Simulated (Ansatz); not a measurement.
# WSO: complex band structure

A new crystal, WSO: structure, gap and complex bands. It is built by putting O for part of the S in the WS2 structure of space group R3m, with the volume rescaled by atomic radii. The parent structure comes from the Materials Project.

Calculated with Ansatz 0.2.0; r2SCAN DFT, plane waves, PAW files, in the first sound run; inputs show where later runs differ.

The structure was built from a prototype and need not be the compound's stable phase.

## (1) The structure

Symmetry: R3m, No. 160, trigonal system. Conventional cell: a = 3.015 Å, b = 3.015 Å, c = 18.431 Å, α = 90.00°, β = 90.00°, γ = 120.00°. Nearest to W lie 3 S at 2.28 Å and 3 O at 2.28 Å. O has 3 W at 2.28 Å nearest. S has 3 W at 2.28 Å nearest. It derives from WS2. O for part of the S in the WS2 structure of space group R3m. Farther neighbours and most contacts between anions are not listed.

Coordinates:

```cif
data_structure
_symmetry_space_group_name_H-M 'P 1'
_symmetry_Int_Tables_number 1
_cell_length_a 6.3854
_cell_length_b 6.3854
_cell_length_c 6.3854
_cell_angle_alpha 27.311
_cell_angle_beta 27.311
_cell_angle_gamma 27.311
_cell_volume 48.36
loop_
_atom_site_label
_atom_site_type_symbol
_atom_site_fract_x
_atom_site_fract_y
_atom_site_fract_z
_atom_site_occupancy
W1 W 0.99933 0.99933 0.99933 1
O2 O 0.58589 0.58589 0.58589 1
S3 S 0.74608 0.74608 0.74608 1
```

## (2) Relaxing the new crystal

The substituted atoms don't fit the parent's cell, so cell and atoms relax together. A small smearing keeps the run stable in case the gap closes on the way.

input.yaml

```yaml
crystal:
  lattice:
    - [1.5074742769, 0.8703406796, 6.1435588588]
    - [-1.5074742769, 0.8703406796, 6.1435588588]
    - [0.0, -1.7406813591, 6.1435588588]
  atoms:
    - { symbol: W, position: [0.99933213, 0.99933213, 0.99933213] }
    - { symbol: O, position: [0.58588768, 0.58588768, 0.58588768] }
    - { symbol: S, position: [0.74608019, 0.74608019, 0.74608019] }
kpoints:
  mp_grid: { grid: [8, 8, 8] }
scf:
  occupations: { method: gaussian, width: 0.03 }
hamiltonian:
  xc: r2scan
output:
  forces: true
  stress: true
relax:
  f_tol: 0.02
  max_steps: 60
  cell: {}
```

Launch:

```console
$ ansatz run input.yaml --threads 2 --pin off --max-ram 4096MiB --backend cpu --events-out ev --progress --plain --runs-dir out
```

Numbers of over 12 decimals in the logs are rounded to 6 here.

Output:

```text
basis.fft_grid_basis auto: the FFT boxes are laid along the combinations [[1, 0, -1], [0, 1, -1], [0, 0, 1]] of the cell's own vectors, 3.015, 3.015 and 6.385 Å long. The dense box has 24×24×48 points. Along the cell's own vectors, as sized, it would have 48×48×48, 4.00 times as many. Of the 6 symmetry operations that the crystal satisfies within crystal.symmetry.tolerance (time reversal apart; of a slab, those that  [...]
Engine: ansatz 0.2.0, x86_64-unknown-linux-gnu
Pseudopotentials: kind: paw
Pseudopotential: W, paw, valence charge 14, recommended cutoff 500 eV (meta_gga), W.paw.azcp
Pseudopotential: O, paw, valence charge 6, recommended cutoff 500 eV (meta_gga), O.paw.azcp
Pseudopotential: S, paw, valence charge 6, recommended cutoff 500 eV (meta_gga), S.paw.azcp
Functional definition: r2SCAN
  parameter k0 = 0.174
  parameter k1 = 0.065
  parameter a1 = 4.9479
  exchange = r2scan_x(k0 = k0, k1 = k1, a1 = a1)
  correlation = r2scan_c
Crystal: 3 atoms, lattice volume = 48.363 Å³
Basis set: ecut = 500 eV, 1241 PW (Γ), FFT grids on a1−a3, a2−a3, a3, exchange–correlation on 96×96×192 points (64 copies of the dense FFT grid, shifted against one another)
Bands: 17, of which v1, the nominal top of the filled ones, is band 13 counted from 1 (12 counted from 0)
Symmetry: 6 space group operations
Space group: R3m (ITA 160), of the structure as read, at distance tolerance 3.6e-5 Å
k-points: 65 of 512 (time reversal used)
Non-local potential: W, projectors of the file, l = 0: 3, l = 1: 2, l = 2: 2, l = 3: 1
Non-local potential: O, projectors of the file, l = 0: 2, l = 1: 2, l = 2: 1
Non-local potential: S, projectors of the file, l = 0: 2, l = 1: 2, l = 2: 2
PAW form: soft (Blöchl's): semilocal exchange-correlation on the pseudo side does not see the compensation charge
PAW frozen core: W, regenerated for the run's functional (the file was generated under x = pbe(κ = 0.804, μ = 0.219515), c = pbe(β = 0.066725))
PAW frozen core: O, regenerated for the run's functional (the file was generated under x = pbe(κ = 0.804, μ = 0.219515), c = pbe(β = 0.066725))
PAW frozen core: S, regenerated for the run's functional (the file was generated under x = pbe(κ = 0.804, μ = 0.219515), c = pbe(β = 0.066725))
PAW one-centre angular grid: W, 590 points (default); XC on 160 Gauss nodes
PAW one-centre angular grid: O, 302 points (default); XC on 160 Gauss nodes
PAW one-centre angular grid: S, 302 points (default); XC on 160 Gauss nodes
Initial density: superposition of atomic densities (neutral atoms: chi_scale 0, normalization atom), corrected by the library's trained network
Initial wavefunctions: pseudopotential atomic-orbital guess
Functional: x = r2scan, c = r2scan; τ floored in thin density (d = 2e-4 eV/Å³)
SCF iter   1: F=—  HF=-11872.038532 eV  |F-HF|=—  |Δ(HF+E_count)|=         —  Δρ=1.04e-2  dr2=3.95e-2  dr2_τ=1.05e-1  ethr=1.77e-3  ⟨swp⟩=6.4  Hψ=6684  notcnv=0
preconditioner: auto → none  [insulator: Δε(μ)=1.258 eV  Ē_g=10.040 eV  σ=0.030 eV  W_gap=1.00  n_scr=10 (ndim 8)  ℏωp=22.7 eV  f_vac=0.125  D(μ)=0.00/eV (n_scr^D=0)  ε∞_Penn≈6.1]
SCF iter   2: F=—  HF=-11872.124556 eV  |F-HF|=—  |Δ(HF+E_count)|=   8.60e-2  Δρ=9.41e-3  dr2=5.75e-2  dr2_τ=3.39e-3  ethr=1.52e-4  ⟨swp⟩=3.0  Hψ=2660  notcnv=0
SCF iter   3: F=—  HF=-11872.121605 eV  |F-HF|=—  |Δ(HF+E_count)|=   2.95e-3  Δρ=6.69e-3  dr2=2.29e-2  dr2_τ=2.19e-3  ethr=1.52e-4  ⟨swp⟩=2.7  Hψ=2022  notcnv=0
SCF iter   4: F=—  HF=-11872.121840 eV  |F-HF|=—  |Δ(HF+E_count)|=   2.36e-4  Δρ=2.89e-3  dr2=7.46e-3  dr2_τ=4.70e-4  ethr=8.82e-5  ⟨swp⟩=2.0  Hψ=1813  notcnv=0
SCF iter   5: F=—  HF=-11872.121406 eV  |F-HF|=—  |Δ(HF+E_count)|=   4.34e-4  Δρ=1.03e-3  dr2=2.71e-4  dr2_τ=6.79e-5  ethr=2.87e-5  ⟨swp⟩=2.2  Hψ=1753  notcnv=0
SCF iter   6: F=—  HF=-11872.121554 eV  |F-HF|=—  |Δ(HF+E_count)|=   1.48e-4  Δρ=3.28e-4  dr2=2.52e-5  dr2_τ=2.04e-6  ethr=1.04e-6  ⟨swp⟩=2.7  Hψ=1875  notcnv=0
SCF iter   7: F=—  HF=-11872.121573 eV  |F-HF|=—  |Δ(HF+E_count)|=   1.91e-5  Δρ=7.34e-5  dr2=9.71e-7  dr2_τ=1.04e-7  ethr=9.70e-8  ⟨swp⟩=2.0  Hψ=1615  notcnv=0
SCF iter   8: F=-11872.121574 eV  HF=-11872.121574 eV  |F-HF|=3.58e-8  |Δ(HF+E_count)|=   1.39e-6  Δρ=1.31e-5  dr2=2.55e-8  dr2_τ=4.14e-9  ethr=3.85e-10  ⟨swp⟩=4.3  Hψ=5496  notcnv=0
SCF 1 converged in 8 iterations: F = -11872.121574 eV  dr2 = 2.55e-8
  greatest PAW one-centre occupation: 0.999 electrons in one spin orbital (limit 2), on the W atom at site 0 (counted from 0), in its partial waves of l = 0
relax step   1: F+E_penalty+E_count = -11872.12157446 eV  Δ(F+E_penalty+E_count) = +0.000e0 eV  max|allowed force component| = 8.027e0 eV/Å  Δτ_max = 0.0000 Å  P = -4.284 GPa  Ω = 48.363 Å³  (8 SCF iters, dr2 threshold 1.00e-7 eV, accepted)
Crystal: 3 atoms, lattice volume = 47.214 Å³
Basis set: ecut = 500 eV, 1215 PW (Γ), FFT grids on a1−a3, a2−a3, a3, exchange–correlation on 96×96×192 points (64 copies of the dense FFT grid, shifted against one another)
Initial density: handed on by an earlier stage of this run
Initial wavefunctions: those handed on with the density
iter 1 solved again at ethr=1.91e-3 eV; its pass at ethr=3.10e-3 eV (dr2=4.97e-1 eV) is discarded
SCF iter   1: F=—  HF=-11872.357266 eV  |F-HF|=—  |Δ(HF+E_count)|=         —  Δρ=4.10e-2  dr2=4.99e-1  dr2_τ=6.32e0  ethr=1.91e-3  ⟨swp⟩=1.0  Hψ=8177  notcnv=0
automatic band count: iteration 1 solves 16 bands in place of 17: the levels show a gap, and the empty bands left out lie too high to hold charge; the band table lists the bands solved (type scf.n_extra_bands for more)
preconditioner: auto → none  [insulator: Δε(μ)=1.024 eV  Ē_g=10.578 eV  σ=0.030 eV  W_gap=1.00  n_scr=10 (ndim 8)  ℏωp=22.9 eV  f_vac=0.128  D(μ)=0.00/eV (n_scr^D=0)  ε∞_Penn≈5.7]
SCF iter   2: F=—  HF=-11873.173570 eV  |F-HF|=—  |Δ(HF+E_count)|=   8.16e-1  Δρ=2.69e-2  dr2=4.00e-1  dr2_τ=5.97e-2  ethr=1.91e-3  ⟨swp⟩=3.8  Hψ=2613  notcnv=0
SCF iter   3: F=—  HF=-11873.098497 eV  |F-HF|=—  |Δ(HF+E_count)|=   7.51e-2  Δρ=9.98e-3  dr2=2.35e-2  dr2_τ=3.40e-3  ethr=1.54e-3  ⟨swp⟩=2.4  Hψ=2169  notcnv=0
SCF iter   4: F=—  HF=-11873.103575 eV  |F-HF|=—  |Δ(HF+E_count)|=   5.08e-3  Δρ=3.52e-3  dr2=1.67e-3  dr2_τ=5.11e-4  ethr=9.05e-5  ⟨swp⟩=2.2  Hψ=1690  notcnv=0
SCF iter   5: F=—  HF=-11873.105381 eV  |F-HF|=—  |Δ(HF+E_count)|=   1.81e-3  Δρ=1.01e-3  dr2=1.32e-4  dr2_τ=3.92e-5  ethr=6.44e-6  ⟨swp⟩=2.0  Hψ=1812  notcnv=0
SCF iter   6: F=—  HF=-11873.105578 eV  |F-HF|=—  |Δ(HF+E_count)|=   1.97e-4  Δρ=3.62e-4  dr2=1.50e-4  dr2_τ=6.63e-6  ethr=5.09e-7  ⟨swp⟩=2.2  Hψ=1860  notcnv=0
[...]
preconditioner: auto → none  [insulator: Δε(μ)=1.532 eV  Ē_g=10.238 eV  σ=0.030 eV  W_gap=1.00  n_scr=10 (ndim 8)  ℏωp=23.7 eV  f_vac=0.040  D(μ)=0.00/eV (n_scr^D=0)  ε∞_Penn≈6.4]
SCF iter   2: F=—  HF=-11873.239870 eV  |F-HF|=—  |Δ(HF+E_count)|=   1.01e-1  Δρ=1.53e-2  dr2=1.36e-1  dr2_τ=1.41e-2  ethr=4.42e-4  ⟨swp⟩=3.8  Hψ=2510  notcnv=0
SCF iter   3: F=—  HF=-11873.215109 eV  |F-HF|=—  |Δ(HF+E_count)|=   2.48e-2  Δρ=6.42e-3  dr2=6.63e-3  dr2_τ=1.06e-3  ethr=4.42e-4  ⟨swp⟩=2.6  Hψ=2133  notcnv=0
SCF iter   4: F=—  HF=-11873.217354 eV  |F-HF|=—  |Δ(HF+E_count)|=   2.25e-3  Δρ=1.99e-3  dr2=2.64e-3  dr2_τ=1.66e-4  ethr=2.55e-5  ⟨swp⟩=2.0  Hψ=1690  notcnv=0
SCF iter   5: F=—  HF=-11873.217207 eV  |F-HF|=—  |Δ(HF+E_count)|=   1.48e-4  Δρ=8.58e-4  dr2=4.43e-4  dr2_τ=3.61e-5  ethr=1.02e-5  ⟨swp⟩=2.0  Hψ=1621  notcnv=0
SCF iter   6: F=—  HF=-11873.217153 eV  |F-HF|=—  |Δ(HF+E_count)|=   5.38e-5  Δρ=3.51e-4  dr2=1.77e-5  dr2_τ=4.15e-6  ethr=1.71e-6  ⟨swp⟩=2.0  Hψ=1512  notcnv=0
SCF iter   7: F=—  HF=-11873.217170 eV  |F-HF|=—  |Δ(HF+E_count)|=   1.71e-5  Δρ=1.05e-4  dr2=1.50e-6  dr2_τ=3.25e-7  ethr=6.82e-8  ⟨swp⟩=2.2  Hψ=1867  notcnv=0
SCF iter   8: F=-11873.217172 eV  HF=-11873.217172 eV  |F-HF|=1.17e-7  |Δ(HF+E_count)|=   2.09e-6  Δρ=2.71e-5  dr2=1.10e-7  dr2_τ=2.43e-8  ethr=1.15e-9  ⟨swp⟩=5.8  Hψ=4537  notcnv=0
SCF 3 converged in 8 iterations: F = -11873.217172 eV  dr2 = 1.10e-7
relax step   3: F+E_penalty+E_count = -11873.21717234 eV  Δ(F+E_penalty+E_count) = -1.116e-1 eV  max|allowed force component| = 5.024e-1 eV/Å  Δτ_max = 0.1545 Å  P = -0.748 GPa  Ω = 44.111 Å³  energy of the carried Pulay correction = +1.709e-3 eV  (8 SCF iters, dr2 threshold 3.00e-7 eV, accepted)
[...]
relax step   4: F+E_penalty+E_count = -11873.22404928 eV  Δ(F+E_penalty+E_count) = -6.877e-3 eV  max|allowed force component| = 7.357e-2 eV/Å  Δτ_max = 0.0288 Å  P = -0.420 GPa  Ω = 44.707 Å³  energy of the carried Pulay correction = +1.460e-3 eV  (7 SCF iters, dr2 threshold 3.00e-7 eV, accepted)
[...]
relax step   5: F+E_penalty+E_count = -11873.22429898 eV  Δ(F+E_penalty+E_count) = -2.497e-4 eV  max|allowed force component| = 3.778e-2 eV/Å  Δτ_max = 0.0072 Å  P = +0.195 GPa  Ω = 44.760 Å³  energy of the carried Pulay correction = +1.438e-3 eV  (6 SCF iters, dr2 threshold 3.00e-7 eV, accepted)
[...]
relax step   6: F+E_penalty+E_count = -11873.22432130 eV  Δ(F+E_penalty+E_count) = -2.233e-5 eV  max|allowed force component| = 5.944e-3 eV/Å  Δτ_max = 0.0017 Å  P = +0.021 GPa  Ω = 44.837 Å³  energy of the carried Pulay correction = +1.407e-3 eV  (6 SCF iters, dr2 threshold 1.34e-7 eV, accepted)
[...]
relax step   7: F+E_penalty+E_count = -11873.22431406 eV  Δ(F+E_penalty+E_count) = +7.247e-6 eV  max|allowed force component| = 6.815e-4 eV/Å  Δτ_max = 0.0009 Å  P = +0.001 GPa  Ω = 44.864 Å³  energy of the carried Pulay correction = +1.395e-3 eV  (6 SCF iters, dr2 threshold 8.30e-9 eV, accepted)
Basis set: ecut = 500 eV, 1167 PW (Γ), FFT grids on a1−a3, a2−a3, a3, exchange–correlation on 96×96×180 points (64 copies of the dense FFT grid, shifted against one another)
Initial wavefunctions: pseudopotential atomic-orbital guess (no wavefunctions were taken with the density)
iter 1 solved again at ethr=4.31e-7 eV; its pass at ethr=3.10e-3 eV (dr2=1.12e-4 eV) is discarded
SCF iter   1: F=—  HF=-11873.222826 eV  |F-HF|=—  |Δ(HF+E_count)|=         —  Δρ=2.26e-4  dr2=2.26e-6  dr2_τ=2.07e-5  ethr=4.31e-7  ⟨swp⟩=3.4  Hψ=9689  notcnv=0
preconditioner: auto → none  [insulator: Δε(μ)=1.513 eV  Ē_g=10.758 eV  σ=0.030 eV  W_gap=1.00  n_scr=10 (ndim 8)  ℏωp=23.5 eV  f_vac=0.075  D(μ)=0.00/eV (n_scr^D=0)  ε∞_Penn≈5.8]
SCF iter   2: F=—  HF=-11873.222831 eV  |F-HF|=—  |Δ(HF+E_count)|=   4.94e-6  Δρ=1.12e-4  dr2=5.89e-7  dr2_τ=8.11e-7  ethr=8.70e-9  ⟨swp⟩=2.0  Hψ=1680  notcnv=0
SCF iter   3: F=—  HF=-11873.222832 eV  |F-HF|=—  |Δ(HF+E_count)|=   1.47e-6  Δρ=4.02e-5  dr2=1.06e-6  dr2_τ=9.23e-8  ethr=2.26e-9  ⟨swp⟩=2.0  Hψ=1826  notcnv=0
SCF iter   4: F=—  HF=-11873.222832 eV  |F-HF|=—  |Δ(HF+E_count)|=   2.00e-7  Δρ=5.50e-6  dr2=5.30e-9  dr2_τ=1.86e-9  ethr=2.26e-9  ⟨swp⟩=2.0  Hψ=1564  notcnv=0
SCF iter   5: F=—  HF=-11873.222832 eV  |F-HF|=—  |Δ(HF+E_count)|=   6.24e-9  Δρ=3.20e-6  dr2=6.22e-9  dr2_τ=7.17e-10  ethr=2.04e-11  ⟨swp⟩=2.8  Hψ=2244  notcnv=0
SCF iter   6: F=—  HF=-11873.222832 eV  |F-HF|=—  |Δ(HF+E_count)|=  5.35e-10  Δρ=1.21e-6  dr2=3.42e-10  dr2_τ=1.09e-10  ethr=2.04e-11  ⟨swp⟩=2.2  Hψ=1510  notcnv=0
SCF iter   7: F=-11873.222832 eV  HF=-11873.222832 eV  |F-HF|=2.36e-11  |Δ(HF+E_count)|=  2.04e-10  Δρ=2.73e-7  dr2=1.14e-11  dr2_τ=6.47e-12  ethr=1.00e-12  ⟨swp⟩=5.9  Hψ=6479  notcnv=0
SCF 8 converged in 7 iterations: F = -11873.222832 eV  dr2 = 1.14e-11
relax step   8: F+E_penalty+E_count = -11873.22283186 eV  Δ(F+E_penalty+E_count) = +1.482e-3 eV  max|allowed force component| = 7.178e-4 eV/Å  Δτ_max = 0.0000 Å  P = +0.009 GPa  Ω = 44.864 Å³  stress off target by 2.26e-2 GPa  SCF on the basis re-selected at this cell (its energy is not comparable with the rows above)  (7 SCF iters)
basis re-selected at this cell: Δ(F+E_penalty+E_count) = +1.482e-3 eV, ΔP = +0.008 GPa vs the last step (what re-selecting the basis moved, of the pressure what is left beyond the Pulay correction that the steps carried, after the strain that the cell walked since its last selection, with what the two solves' SCF thresholds leave and, on support functions, any second-order correction that the steps lacked; it is no measure of the basis error at this ecutwfc). The dense FFT grid was sized anew with the basis: this SCF ran on 24×24×45 points, the steps before it on 24×24×48, so part of this shift can come from that change (see relax.cell in the input reference). [rest of the remark cut]
SCF converged after 7 iterations
Free energy (F): -11873.222832 eV
Harris-Foulkes:  -11873.222832 eV  (|F-HF|=2.36e-11)
Internal energy: -11873.222832 eV  (E = F + TS)
E sigma→0 (E₀):  -11873.222832 eV
Fermi energy:    12.681996 eV
--- Per-component energies (eV) ---
  E_band       = -227.308107
  E_kinetic    = 735.512618
  E_local      = -2067.025402  (includes V_loc(G=0)·N_el)
  E_nonlocal   = 76.218361
  E_hartree    = 819.364370
  E_xc         = -414.730209
  E_vxc        = -460.787407  (∫ρ·V_xc dr)
  E_paw        = -9362.085598  (= ΣΔE_a)
  E_vpaw       = -174.601299  (= ΣTr[D̂ρ^β])
  E_aug_tail   = 0.001003  (compensation charges beyond the density's cutoff)
  E_vtau       = 24.645353  (kinetic-family band-sum trace: ∫τ·v_τ [+ j·A + Jᵃ·Aᵃ] dr)
  E_ewald      = -1659.748319
  E_core_change = -0.729656  (= ΣΔE_core)
  E_smearing   = -0.000000  (= −TS)
  E_closure    = -0.000000  (closes the sum)
  Σ components = -11873.222832   (vs F -11873.222832, Δ=0.00e0)
--- Forces (eV/Å), atoms counted from 1 ---
  atom   1  W     -0.00000000    -0.00000000    -0.00023660
  atom   2  O      0.00000000    -0.00000000    -0.00047970
  atom   3  S     -0.00000000     0.00000000     0.00071857
  max |Σ_I F_I| component: 2.27e-6 eV/Å
--- Stress (GPa, compression-positive) ---
        0.002325       0.000000      -0.000000
        0.000000       0.002325       0.000000
       -0.000000       0.000000       0.022623
  P = ⅓ Tr σ = 0.0091 GPa (0.091 kbar)
--- Relaxed structure (7 steps of the walk, 7 accepted, 1 SCFs on fresh bases) ---
  F+E_penalty+E_count = -11873.22283186 eV   max|allowed force component| = 7.178e-4 eV/Å   (the final SCF, on the basis selected at the relaxed cell)
  cell:  # Å, volume = 44.8642 Å³
    - [1.495024, 0.863152, 5.794464]
    - [-1.495024, 0.863152, 5.794464]
    - [0, -1.726305, 5.794464]
  atoms:
    - { symbol: W, position: [0.990558, 0.990558, 0.990558] }
    - { symbol: O, position: [0.590129, 0.590129, 0.590129] }
    - { symbol: S, position: [0.750613, 0.750613, 0.750613] }
```

It took 22 s on 2 threads of Intel Xeon 6975P-C (Granite Rapids), shared host; peak memory 0.55 GiB; 42 s of CPU time.

The steps of the relaxation:

```csv
step,energy less that of the first step (eV),largest force component (eV/Å),pressure (GPa),volume (Å³)
1,0.0000,8.0273,-4.28,48.36
2,-0.9840,2.1860,2.33,47.21
3,-1.0956,0.5024,-0.75,44.11
4,-1.1025,0.0736,-0.42,44.71
5,-1.1027,0.0378,0.20,44.76
6,-1.1027,0.0059,0.02,44.84
7,-1.1027,0.0007,0.00,44.86
8*,-1.1013,0.0007,0.01,44.86
```

Relaxation steps marked * repeat the geometry before them on a plane-wave basis chosen anew for their cell, so energy and pressure can jump there.

Forces are held to the 6 operations that the run works with; a distortion that breaks them can't arise in this run.

```
conventional cell, symmetrised  before   after  change
                         a (Å)   3.015   2.990  -0.8 %
                         b (Å)   3.015   2.990  -0.8 %
                         c (Å)  18.431  17.383  -5.7 %
              volume (Å³/atom)   16.12   14.95  -7.2 %
```

The atoms that moved most (Å, as changes of fractional coordinates times the final cell):

```
atom     dx     dy      dz  length
  W1  0.000  0.000  -0.153   0.153
  S3  0.000  0.000   0.079   0.079
  O2  0.000  0.000   0.074   0.074
```

The relaxed structure:

```cif
data_structure
_symmetry_space_group_name_H-M 'P 1'
_symmetry_Int_Tables_number 1
_cell_length_a 6.0462
_cell_length_b 6.0462
_cell_length_c 6.0462
_cell_angle_alpha 28.632
_cell_angle_beta 28.632
_cell_angle_gamma 28.632
_cell_volume 44.86
loop_
_atom_site_label
_atom_site_type_symbol
_atom_site_fract_x
_atom_site_fract_y
_atom_site_fract_z
_atom_site_occupancy
W1 W 0.99056 0.99056 0.99056 1
O2 O 0.59013 0.59013 0.59013 1
S3 S 0.75061 0.75061 0.75061 1
```

Numbers from this step:

- free energy: -11873.2228 eV
- Fermi energy: 12.68 eV
- pressure: 0.009091 GPa

The largest force component on a free atom ends at 7.2e-4 eV/Å.

## (3) Band edges

The energy window and the wavevectors of the next steps follow from the band edges, so these are searched first, off the mesh as well.

input.yaml

```yaml
crystal:
  lattice:
    - [1.4950237778, 0.8631523806, 5.7944636394]
    - [-1.4950237778, 0.8631523806, 5.7944636394]
    - [0.0, -1.7263047611, 5.7944636394]
  atoms:
    - { symbol: W, position: [0.990557566, 0.990557566, 0.990557566] }
    - { symbol: O, position: [0.59012919, 0.59012919, 0.59012919] }
    - { symbol: S, position: [0.750613244, 0.750613244, 0.750613244] }
kpoints:
  mp_grid: { grid: [10, 10, 10] }
  band_path: { path: [VBM, CBM], npoints: 30 }
scf:
  occupations: { method: fixed }
hamiltonian:
  xc: r2scan
output:
  eigenvalues: true
  write_potential: true
  write_density: true
  volumetric_format: npy
```

Output:

```text
[...]
Crystal: 3 atoms, lattice volume = 44.864 Å³
Basis set: ecut = 500 eV, 1167 PW (Γ), FFT grids on a1−a2, a2, −a2+a3, exchange–correlation on 96×180×96 points (64 copies of the dense FFT grid, shifted against one another)
Bands: 17, of which v1, the nominal top of the filled ones, is band 13 counted from 1 (12 counted from 0)
Symmetry: 6 space group operations
[...]
k-points: 116 of 1000 (time reversal used)
[...]
SCF iter   1: F=—  HF=-11873.128431 eV  |F-HF|=—  |Δ(HF+E_count)|=         —  Δρ=1.04e-2  dr2=2.79e-2  dr2_τ=1.32e-1  ethr=1.77e-3  ⟨swp⟩=5.0  Hψ=9788  notcnv=0  defer=212
[...]
SCF iter   9: F=-11873.222947 eV  HF=-11873.222947 eV  |F-HF|=1.14e-9  |Δ(HF+E_count)|=   1.43e-8  Δρ=3.57e-6  dr2=3.99e-9  dr2_τ=2.97e-10  ethr=3.85e-10  ⟨swp⟩=2.0  Hψ=3944  notcnv=0
SCF 1 converged in 9 iterations: F = -11873.222947 eV  dr2 = 3.99e-9
[...]
NSCF: frozen V_eff on 32 k-points
[...]
SCF converged after 9 iterations
Free energy (F): -11873.222947 eV
[...]
Internal energy: -11873.222947 eV  (E = F + TS)
E sigma→0 (E₀):  -11873.222947 eV
Fermi energy:    11.926161 eV
[...]
--- Band table (eV; the first three rows and the last of 116) ---
  k-point 0: bands = [... 9 lower, 8.7616, 9.2330, 9.2330, 11.1978, 14.1156, 14.1156, 14.8272, 14.8272]
  k-point 1: bands = [... 9 lower, 8.4309, 9.0852, 9.1042, 11.1223, 13.9121, 14.1348, 14.5853, 15.0303]
  k-point 2: bands = [... 9 lower, 7.4175, 8.8785, 8.9824, 10.6381, 13.7544, 14.1229, 14.5829, 15.5848]
  k-point 115: bands = [... 9 lower, 7.2769, 9.2548, 9.2548, 11.9262, 14.1221, 14.1221, 14.7813, 14.7813]
```

Wall time 11 s (2 threads); peak memory 0.52 GiB; 21 s of CPU time.

Numbers from this step:

```
free energy         : -11873.2229 eV
Fermi energy        : 11.93 eV
gap on the k-mesh   : 1.489 eV
gap on path         : 1.358 eV, by band count; negative where bands overlap
direct gap on path  : 2.196 eV
edge places on path : 0, 1.522 1/A along the path
```

Electronic bands along the path, in eV, zero at the Fermi level (highest filled level under fixed occupations); v1 is the highest filled band, c1 the lowest empty one:

```
  point     v4     v3     v2     v1    c1    c2    c3    c4
    VBM  -4.65  -2.67  -2.67   0.00  2.20  2.20  2.86  2.86
halfway  -5.07  -3.88  -3.01  -1.72  1.71  2.54  3.00  4.20
    CBM  -5.67  -4.82  -3.72  -1.31  1.36  3.13  3.99  4.89
```

The searched edges give 1.36 eV, under the 1.49 eV of the mesh, which misses an edge.

(Continued in part 2 of 3.)

[Logs are printed without paths, hosts, clocks, repeated set-up lines and the standing remarks that a program may print on its own settings, such as how far it seeks lower states.]

[Hosts, paths, dates, database ids (printed as entryN), source tags and the programs' standing remarks are cut or masked in the printed files.]
